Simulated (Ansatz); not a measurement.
# Resistivity from frozen vibrations: Pb(111) with 4 thermally displaced layers, 2x2, part 2 of 2

Wanted: the phonon-limited resistivity of Pb at 180 K by the Landauer route.

Ansatz 0.2.0; Ansatz plane-wave DFT, PBE, PAW files; ballistic transport by layer matching (Landauer), zero bias; PAW set soft_1.

So far. Step 2 (With 4 displaced layers): Over the solved energies the transmission per spin lies between 4.12 and 4.41, out of 4.98 channels of the lead on average (up to 5.17).

## (3) With 8 displaced layers

Each atom of 8 layers is moved at random, by amounts drawn from a normal law 0.1076 Å wide in each direction from the Debye model (105 K) at 180 K. A fresh draw is used; the growth of the resistance with length is what counts.

System of this step: Pb(111) with 8 thermally displaced layers, 2x2. The cell holds 56 atoms: 56 Pb. Cell: a = 7.001 Å, b = 7.001 Å, c = 40.068 Å, α = 87.5°, β = 92.5°, γ = 120.0°. It derives from Pb. Regions: lead, 24 atoms (24 Pb); scattering region, 32 atoms (32 Pb). The structure is stacked along c, and the current runs across the ab planes.

File input.yaml:

```yaml
crystal:
  lattice:
    - [7.0014885046, 0.0, 0.0]
    - [-3.5007442523, 6.0634669093, 0.0]
    - [-1.7503721261, 1.0105778182, 40.0168399779]
  atoms:
    - { symbol: Pb, position: [0.005952381, 0.994047619, 0.0357142857] }
    - { symbol: Pb, position: [0.005952381, 0.494047619, 0.0357142857] }
    - { symbol: Pb, position: [0.505952381, 0.994047619, 0.0357142857] }
    - { symbol: Pb, position: [0.505952381, 0.494047619, 0.0357142857] }
    - { symbol: Pb, position: [0.1845238095, 0.3154761905, 0.1071428571] }
    - { symbol: Pb, position: [0.1845238095, 0.8154761905, 0.1071428571] }
    - { symbol: Pb, position: [0.6845238095, 0.3154761905, 0.1071428571] }
    - { symbol: Pb, position: [0.6845238095, 0.8154761905, 0.1071428571] }
    - { symbol: Pb, position: [0.3630952381, 0.1369047619, 0.1785714286] }
    - { symbol: Pb, position: [0.3630952381, 0.6369047619, 0.1785714286] }
    - { symbol: Pb, position: [0.8630952381, 0.1369047619, 0.1785714286] }
    - { symbol: Pb, position: [0.8630952381, 0.6369047619, 0.1785714286] }
    - { symbol: Pb, position: [0.0811783829, 0.9815076233, 0.250960829] }
    - { symbol: Pb, position: [0.023353989, 0.4579601427, 0.2517649545] }
    - { symbol: Pb, position: [0.5255674118, 0.9651515298, 0.2511557027] }
    - { symbol: Pb, position: [0.5415605821, 0.4376195417, 0.2482209908] }
    - { symbol: Pb, position: [0.2039329766, 0.2582262361, 0.3261049193] }
    - { symbol: Pb, position: [0.2154204675, 0.785714812, 0.3207333906] }
    - { symbol: Pb, position: [0.7565677813, 0.3029058157, 0.3231313608] }
    - { symbol: Pb, position: [0.687146359, 0.7803787242, 0.3232666843] }
    - { symbol: Pb, position: [0.4095711773, 0.0894102739, 0.3977556804] }
    - { symbol: Pb, position: [0.3730695604, 0.5890337264, 0.3953710556] }
    - { symbol: Pb, position: [0.9174124209, 0.1366352798, 0.3933639829] }
    - { symbol: Pb, position: [0.885241145, 0.5949801417, 0.3899235606] }
    - { symbol: Pb, position: [0.0636010444, 0.9335442846, 0.4658481977] }
    - { symbol: Pb, position: [0.0913356906, 0.4084728959, 0.4688269353] }
    - { symbol: Pb, position: [0.5867386433, 0.9507483491, 0.4631221553] }
    - { symbol: Pb, position: [0.5687575404, 0.4265889098, 0.4670588099] }
    - { symbol: Pb, position: [0.2526308685, 0.2342593254, 0.5321083723] }
    - { symbol: Pb, position: [0.2393194108, 0.7525234487, 0.5383751618] }
    - { symbol: Pb, position: [0.7442875411, 0.2245935201, 0.5380614883] }
    - { symbol: Pb, position: [0.7302296736, 0.7311170868, 0.5373839127] }
    - { symbol: Pb, position: [0.4031147182, 0.0725923322, 0.6055790966] }
    - { symbol: Pb, position: [0.4356219917, 0.5640424219, 0.6076862484] }
    - { symbol: Pb, position: [0.9390993187, 0.0513833973, 0.6109632141] }
    - { symbol: Pb, position: [0.9536884558, 0.5799249243, 0.6102746323] }
    - { symbol: Pb, position: [0.1327198028, 0.9018477252, 0.6787746645] }
    - { symbol: Pb, position: [0.0896281892, 0.3848534119, 0.6765025631] }
    - { symbol: Pb, position: [0.5932711951, 0.891745357, 0.6770428646] }
    - { symbol: Pb, position: [0.5881380858, 0.3682780892, 0.6792930767] }
    - { symbol: Pb, position: [0.3089043269, 0.2318044763, 0.74996259] }
    - { symbol: Pb, position: [0.3206316901, 0.7326989197, 0.7530922582] }
    - { symbol: Pb, position: [0.7663735265, 0.229982195, 0.7509130796] }
    - { symbol: Pb, position: [0.8016433711, 0.7147486652, 0.7510290552] }
    - { symbol: Pb, position: [0.4702380952, 0.0297619048, 0.8214285714] }
    - { symbol: Pb, position: [0.4702380952, 0.5297619048, 0.8214285714] }
    - { symbol: Pb, position: [0.9702380952, 0.0297619048, 0.8214285714] }
    - { symbol: Pb, position: [0.9702380952, 0.5297619048, 0.8214285714] }
    - { symbol: Pb, position: [0.1488095238, 0.8511904762, 0.8928571429] }
    - { symbol: Pb, position: [0.1488095238, 0.3511904762, 0.8928571429] }
    - { symbol: Pb, position: [0.6488095238, 0.8511904762, 0.8928571429] }
    - { symbol: Pb, position: [0.6488095238, 0.3511904762, 0.8928571429] }
    - { symbol: Pb, position: [0.3273809524, 0.1726190476, 0.9642857143] }
    - { symbol: Pb, position: [0.3273809524, 0.6726190476, 0.9642857143] }
    - { symbol: Pb, position: [0.8273809524, 0.1726190476, 0.9642857143] }
    - { symbol: Pb, position: [0.8273809524, 0.6726190476, 0.9642857143] }
kpoints:
  mp_grid: { grid: [4, 4, 1] }
hamiltonian:
  xc: pbe
  pseudopotentials: { kind: paw, azcp: { folder: soft_1 } }
scf:
  occupations: { method: fermi_dirac, width: 0.1 }
output:
  transmission: { leads: [[0, 4]], kmesh: [8, 8], e_range: [-0.05, 0.05], de: 0.05 }
  write_potential: true
  write_density: true
  volumetric_format: npy
```

Launch:

```console
ansatz run input.yaml --threads 4 --pin off --max-ram 15360MiB --backend cpu --events-out ev --progress --plain --runs-dir out
```

Numbers of over 12 decimals in the logs are rounded to 6 here.

Output:

```text
[...]
Crystal: 56 atoms, lattice volume = 1698.847 Å³
Basis set: ecut = 420 eV, 33213 PW (Γ)
Bands: 471, of which v1, the nominal top of the filled ones, is band 392 counted from 1 (391 counted from 0)
Symmetry: 1 space group operations
[...]
k-points: 10 of 16 (time reversal used)
[...]
SCF iter   1: F=—  HF=-666893.806819 eV  |F-HF|=—  |Δ(HF+E_count)|=         —  Δρ=8.06e-3  dr2=1.95e0  ethr=3.10e-3  ⟨swp⟩=7.0  Hψ=18609  notcnv=0  defer=94
[...]
SCF iter   9: F=-666893.235838 eV  HF=-666893.235838 eV  |F-HF|=2.41e-8  |Δ(HF+E_count)|=   8.61e-9  Δρ=5.41e-7  dr2=2.97e-8  ethr=1.28e-11  ⟨swp⟩=11.8  Hψ=18616  notcnv=0
SCF 1 converged in 9 iterations: F = -666893.235838 eV  dr2 = 2.97e-8
[...]
transmission: 171 of 1700 steps passed
transmission: 348 of 1700 steps passed
[...]
transmission: 1700 of 1700 steps passed
SCF converged after 9 iterations
Free energy (F): -666893.235838 eV
[...]
Internal energy: -666892.309753 eV  (E = F + TS)
E sigma→0 (E₀):  -666892.772796 eV
Entropy (-TS):   -0.926085 eV (-16.537 meV/atom)
Fermi energy:    11.177068 eV
[...]
--- Band table (eV; the first three rows and the last of 10) ---
  k-point 0: bands = [... 388 lower, 11.6073, 11.6955, 11.7253, 11.7706, 11.7869, 11.9777, 12.0844, 12.1271, ... 75 higher]
  k-point 1: bands = [... 388 lower, 10.9966, 11.0479, 11.1245, 11.1941, 11.4272, 11.6405, 11.7627, 11.7977, ... 75 higher]
  k-point 2: bands = [... 388 lower, 11.0156, 11.0509, 11.1212, 11.1515, 11.2682, 11.3000, 11.3323, 11.3695, ... 75 higher]
  k-point 9: bands = [... 388 lower, 11.0155, 11.1058, 11.1935, 11.2433, 11.2597, 11.3213, 11.3701, 11.3815, ... 75 higher]
--- Transmission ---
  basis      : 367 plane waves across, 50 finite elements along
  points     : 34, standing for a mesh of 8 x 8
[...]
channels       : 5.171875e0 a spin
[...]
junction   : crystal 0 to crystal 0, 2.86 to 40.02 Å
    transmission   : 4.079160e0 a spin
[...]
```

Wall time 32 min (4 threads of Arm Neoverse V1, shared host); peak memory 9 GiB.

Numbers from this step:

| Property | Result |
| --- | --- |
| free energy | -666893.2358 eV |
| energy at zero smearing | -666892.7728 eV |
| Fermi energy | 11.18 eV |
| transmission per spin nearest the Fermi level | 4.079 |
| open channels per spin nearest the Fermi level | 5.172 |
| step of the lead's potential | 5.9 meV |

Per spin. Table of transmission, zone mean by energy, zero at the Fermi level:

| energy (eV) | transmission, zone mean |
| --- | --- |
| -0.0500 | 3.93 |
| 0.0000 | 4.08 |
| 0.0500 | 4.12 |

Over the solved energies the transmission per spin lies between 3.93 and 4.12, out of 5.08 channels of the lead on average (up to 5.17).

## (4) With 12 displaced layers

Each atom of 12 layers is moved at random, by amounts drawn from a normal law 0.1076 Å wide in each direction from the Debye model (105 K) at 180 K. A fresh draw is used; the growth of the resistance with length is what counts.

System of this step: Pb(111) with 12 thermally displaced layers, 2x2. The cell holds 72 atoms: 72 Pb. Cell: a = 7.001 Å, b = 7.001 Å, c = 51.450 Å, α = 90.0°, β = 90.0°, γ = 120.0°. It derives from Pb. Regions: lead, 24 atoms (24 Pb); scattering region, 48 atoms (48 Pb). The structure is stacked along c, and the current runs across the ab planes.

File input.yaml:

```yaml
crystal:
  lattice:
    - [7.0014885046, 0.0, 0.0]
    - [-3.5007442523, 6.0634669093, 0.0]
    - [0.0, 0.0, 51.4502228287]
  atoms:
    - { symbol: Pb, position: [0.0, 0.0, 0.0277777778] }
    - { symbol: Pb, position: [0.0, 0.5, 0.0277777778] }
    - { symbol: Pb, position: [0.5, 0.0, 0.0277777778] }
    - { symbol: Pb, position: [0.5, 0.5, 0.0277777778] }
    - { symbol: Pb, position: [0.1666666667, 0.3333333333, 0.0833333333] }
    - { symbol: Pb, position: [0.1666666667, 0.8333333333, 0.0833333333] }
    - { symbol: Pb, position: [0.6666666667, 0.3333333333, 0.0833333333] }
    - { symbol: Pb, position: [0.6666666667, 0.8333333333, 0.0833333333] }
    - { symbol: Pb, position: [0.3333333333, 0.1666666667, 0.1388888889] }
    - { symbol: Pb, position: [0.3333333333, 0.6666666667, 0.1388888889] }
    - { symbol: Pb, position: [0.8333333333, 0.1666666667, 0.1388888889] }
    - { symbol: Pb, position: [0.8333333333, 0.6666666667, 0.1388888889] }
    - { symbol: Pb, position: [0.001724024, 0.9936316532, 0.1904679707] }
    - { symbol: Pb, position: [0.9911959168, 0.4857390545, 0.1967031538] }
    - { symbol: Pb, position: [0.4963033117, 0.0014811376, 0.1926678494] }
    - { symbol: Pb, position: [0.4920513318, 0.4997953641, 0.1913384044] }
    - { symbol: Pb, position: [0.1703460261, 0.3314512496, 0.2475205636] }
    - { symbol: Pb, position: [0.134366479, 0.8424366288, 0.2493777276] }
    - { symbol: Pb, position: [0.6564273327, 0.3291431444, 0.2537983986] }
    - { symbol: Pb, position: [0.6666698734, 0.8348702546, 0.2468904099] }
    - { symbol: Pb, position: [0.3667864339, 0.1829460341, 0.307786603] }
    - { symbol: Pb, position: [0.3421981761, 0.6829312504, 0.3063312355] }
    - { symbol: Pb, position: [0.8414055362, 0.1639662443, 0.3024735362] }
    - { symbol: Pb, position: [0.8319765688, 0.6323338803, 0.3050538285] }
    - { symbol: Pb, position: [0.9876053085, 0.9814961027, 0.3623932014] }
    - { symbol: Pb, position: [0.9930459172, 0.4922484652, 0.3621981424] }
    - { symbol: Pb, position: [0.5049993915, 0.0246452442, 0.3618460322] }
    - { symbol: Pb, position: [0.4754623354, 0.4655021052, 0.358376493] }
    - { symbol: Pb, position: [0.1829182311, 0.3324354446, 0.4160746292] }
    - { symbol: Pb, position: [0.1805379876, 0.8105747591, 0.4154420087] }
    - { symbol: Pb, position: [0.6646065803, 0.3437369574, 0.4152791607] }
    - { symbol: Pb, position: [0.6430003236, 0.804852506, 0.4181917955] }
    - { symbol: Pb, position: [0.3414943943, 0.1582141177, 0.4725637793] }
    - { symbol: Pb, position: [0.3092844278, 0.6582950914, 0.4751036295] }
    - { symbol: Pb, position: [0.8559158709, 0.2076603982, 0.4705761383] }
    - { symbol: Pb, position: [0.840515656, 0.6631977262, 0.4734053933] }
    - { symbol: Pb, position: [0.9949104038, 0.9900424306, 0.5259635207] }
    - { symbol: Pb, position: [0.0464272912, 0.4986276347, 0.5235607766] }
    - { symbol: Pb, position: [0.4960488129, 0.0120307383, 0.5267322196] }
    - { symbol: Pb, position: [0.5297979334, 0.5177859657, 0.5274592253] }
    - { symbol: Pb, position: [0.1504961813, 0.3155047349, 0.5818696465] }
    - { symbol: Pb, position: [0.1547150382, 0.8547034331, 0.5866596178] }
    - { symbol: Pb, position: [0.6368809964, 0.3123662453, 0.5796352315] }
    - { symbol: Pb, position: [0.6242973387, 0.7782163192, 0.5809447353] }
    - { symbol: Pb, position: [0.3501953489, 0.1605332565, 0.6406758939] }
    - { symbol: Pb, position: [0.3414398373, 0.6979069122, 0.6393054699] }
    - { symbol: Pb, position: [0.850107748, 0.2119553782, 0.6382103919] }
    - { symbol: Pb, position: [0.8163590015, 0.6702492391, 0.6388076817] }
    - { symbol: Pb, position: [0.0082089398, 0.9836470694, 0.6961271729] }
    - { symbol: Pb, position: [0.0071800171, 0.4881529492, 0.6947858009] }
    - { symbol: Pb, position: [0.5080457811, 0.0416226395, 0.6929720315] }
    - { symbol: Pb, position: [0.4835821451, 0.4810883967, 0.6937206768] }
    - { symbol: Pb, position: [0.1733879737, 0.3469565324, 0.7487234229] }
    - { symbol: Pb, position: [0.1512453411, 0.8081999787, 0.7482698348] }
    - { symbol: Pb, position: [0.7182506862, 0.3518085404, 0.7483659789] }
    - { symbol: Pb, position: [0.637460808, 0.8160231651, 0.7499546427] }
    - { symbol: Pb, position: [0.3272632206, 0.1534591697, 0.8028652239] }
    - { symbol: Pb, position: [0.3591971715, 0.6746811078, 0.8047723034] }
    - { symbol: Pb, position: [0.8252447604, 0.1572709895, 0.7994160462] }
    - { symbol: Pb, position: [0.825613066, 0.647671556, 0.8034588613] }
    - { symbol: Pb, position: [0.0, 0.0, 0.8611111111] }
    - { symbol: Pb, position: [0.0, 0.5, 0.8611111111] }
    - { symbol: Pb, position: [0.5, 0.0, 0.8611111111] }
    - { symbol: Pb, position: [0.5, 0.5, 0.8611111111] }
    - { symbol: Pb, position: [0.1666666667, 0.3333333333, 0.9166666667] }
    - { symbol: Pb, position: [0.1666666667, 0.8333333333, 0.9166666667] }
    - { symbol: Pb, position: [0.6666666667, 0.3333333333, 0.9166666667] }
    - { symbol: Pb, position: [0.6666666667, 0.8333333333, 0.9166666667] }
    - { symbol: Pb, position: [0.3333333333, 0.1666666667, 0.9722222222] }
    - { symbol: Pb, position: [0.3333333333, 0.6666666667, 0.9722222222] }
    - { symbol: Pb, position: [0.8333333333, 0.1666666667, 0.9722222222] }
    - { symbol: Pb, position: [0.8333333333, 0.6666666667, 0.9722222222] }
kpoints:
  mp_grid: { grid: [4, 4, 1] }
hamiltonian:
  xc: pbe
  pseudopotentials: { kind: paw, azcp: { folder: soft_1 } }
scf:
  occupations: { method: fermi_dirac, width: 0.1 }
output:
  transmission: { leads: [[0, 4]], kmesh: [8, 8], e_range: [-0.05, 0.05], de: 0.05 }
  write_potential: true
  write_density: true
  volumetric_format: npy
```

Output:

```text
[...]
Crystal: 72 atoms, lattice volume = 2184.231 Å³
Basis set: ecut = 420 eV, 42621 PW (Γ)
Bands: 605, of which v1, the nominal top of the filled ones, is band 504 counted from 1 (503 counted from 0)
Symmetry: 1 space group operations
[...]
k-points: 10 of 16 (time reversal used)
[...]
SCF iter   1: F=—  HF=-857434.506766 eV  |F-HF|=—  |Δ(HF+E_count)|=         —  Δρ=8.16e-3  dr2=3.12e0  ethr=3.10e-3  ⟨swp⟩=6.9  Hψ=23738  notcnv=0  defer=142
[...]
SCF iter   9: F=-857433.764556 eV  HF=-857433.764556 eV  |F-HF|=1.77e-8  |Δ(HF+E_count)|=   1.20e-8  Δρ=5.65e-7  dr2=2.40e-8  ethr=9.92e-12  ⟨swp⟩=11.9  Hψ=24234  notcnv=0
SCF 1 converged in 9 iterations: F = -857433.764556 eV  dr2 = 2.40e-8
[...]
transmission: 222 of 2176 steps passed
transmission: 441 of 2176 steps passed
[...]
transmission: 2176 of 2176 steps passed
SCF converged after 9 iterations
Free energy (F): -857433.764556 eV
[...]
Internal energy: -857432.681277 eV  (E = F + TS)
E sigma→0 (E₀):  -857433.222917 eV
Entropy (-TS):   -1.083279 eV (-15.046 meV/atom)
Fermi energy:    11.211249 eV
[...]
--- Band table (eV; the first three rows and the last of 10) ---
  k-point 0: bands = [... 500 lower, 11.6350, 11.6732, 11.6990, 11.7189, 11.8275, 11.8314, 11.8892, 12.0028, ... 97 higher]
  k-point 1: bands = [... 500 lower, 10.9788, 11.2191, 11.2855, 11.3935, 11.4291, 11.4799, 11.5166, 11.6284, ... 97 higher]
  k-point 2: bands = [... 500 lower, 11.1152, 11.1258, 11.1867, 11.2066, 11.2268, 11.2465, 11.2914, 11.2942, ... 97 higher]
  k-point 9: bands = [... 500 lower, 11.0995, 11.1301, 11.1711, 11.2062, 11.2238, 11.2595, 11.2905, 11.3064, ... 97 higher]
--- Transmission ---
  basis      : 367 plane waves across, 64 finite elements along
  points     : 34, standing for a mesh of 8 x 8
[...]
channels       : 5.171875e0 a spin
[...]
junction   : crystal 0 to crystal 0, -0.00 to 48.59 Å
    transmission   : 3.568628e0 a spin
[...]
```

The job ended after 47 min (4 threads; peak memory 10 GiB).

This step gave:

```yaml
free_energy: -857433.7646 eV
energy_at_zero_smearing: -857433.2229 eV
fermi_energy: 11.21 eV
transmission_per_spin_nearest_the_fermi_level: 3.569
step_of_the_lead_s_potential: 9 meV
```

Per spin. The transmission, zone mean by energy, zero at the Fermi level:

| energy (eV) | transmission, zone mean |
| --- | --- |
| -0.0500 | 3.49 |
| 0.0000 | 3.57 |
| 0.0500 | 3.62 |

Over the solved energies the transmission per spin lies between 3.49 and 3.62, out of 5.23 channels of the lead on average (up to 5.36).

## (5) Resistance against length

This step: Ansatz plane-wave DFT, PBE, PAW files; ballistic transport by layer matching (Landauer), zero bias; resistivity from the slope of the area resistance; PAW set soft_1 (Ansatz 0.2.0).

Numbers from this step:

* resistivity: 13.25 µΩ cm
* intercept: 0.01618 fΩ m²
* scatter about the fit: 0.03000 fΩ m²

Resistance, by row:

| run | length (Å) | T | channels N | RA (fΩ m²) |
| --- | --- | --- | --- | --- |
| n4 | 11.43 | 4.253 | 4.984 | 0.1889 |
| n8 | 22.87 | 4.041 | 5.078 | 0.2768 |
| n12 | 34.3 | 3.561 | 5.234 | 0.4919 |

Table of area resistance by length of the displaced region:

| length of the displaced region (Å) | area resistance (fΩ m²) |
| --- | --- |
| 11.43 | 0.189 |
| 22.87 | 0.277 |
| 34.30 | 0.492 |

The area resistance goes from 0.19 to 0.49 fΩ m² between 11 and 34.3 Å, a slope of 13 µΩ cm.

By hand from the end points: (0.4919 − 0.1889) fΩ m² / (34.30 − 11.4) Å = 13 µΩ cm, since 1 fΩ m² per Å is 1000 µΩ cm.

## (6) What came out

```yaml
resistivity_from_the_slope: 13.3 µΩ cm
area_resistance_over_11p4_a: 0.189 fΩ m²
area_resistance_over_22p9_a: 0.277 fΩ m²
area_resistance_over_34p3_a: 0.492 fΩ m²
```

**Reading.** The slope gives 13 µΩ cm. The points scatter by 0.030 fΩ m² about the line, with one random draw a length in a 2x2 cell, so the slope is a rough value. The mean square of the displacements drawn is 0.78, 0.99 and 1.2 of the nominal one at the three lengths; with each resistance scaled back by that, the slope is 7.7 µΩ cm, the value used below. The lead's own channel count moves between the runs (4.98, 5.08 and 5.23), which shifts RA and the slope too. Read with a model of isotropic scattering on a spherical Fermi surface and the lead's 0.91×10¹⁵ S/m², this slope means a mean free path near 121 Å; over these lengths the model's slope is 1.12 times its bulk resistivity, which would be 6.8 µΩ cm. Uncorrelated displacements put too much weight on short waves, which scatter strongly; with the sideways repeat of a small cell, one draw and three short lengths, the method is good to a factor of two or three. Spin-orbit coupling is left out, which matters for Pb.

[Logs are printed without paths, hosts, clocks, repeated set-up lines and the standing remarks that a program may print on its own settings, such as how far it seeks lower states.]

[Hosts, paths, dates, database ids (printed as entryN), source tags and the programs' standing remarks are cut or masked in the printed files.]
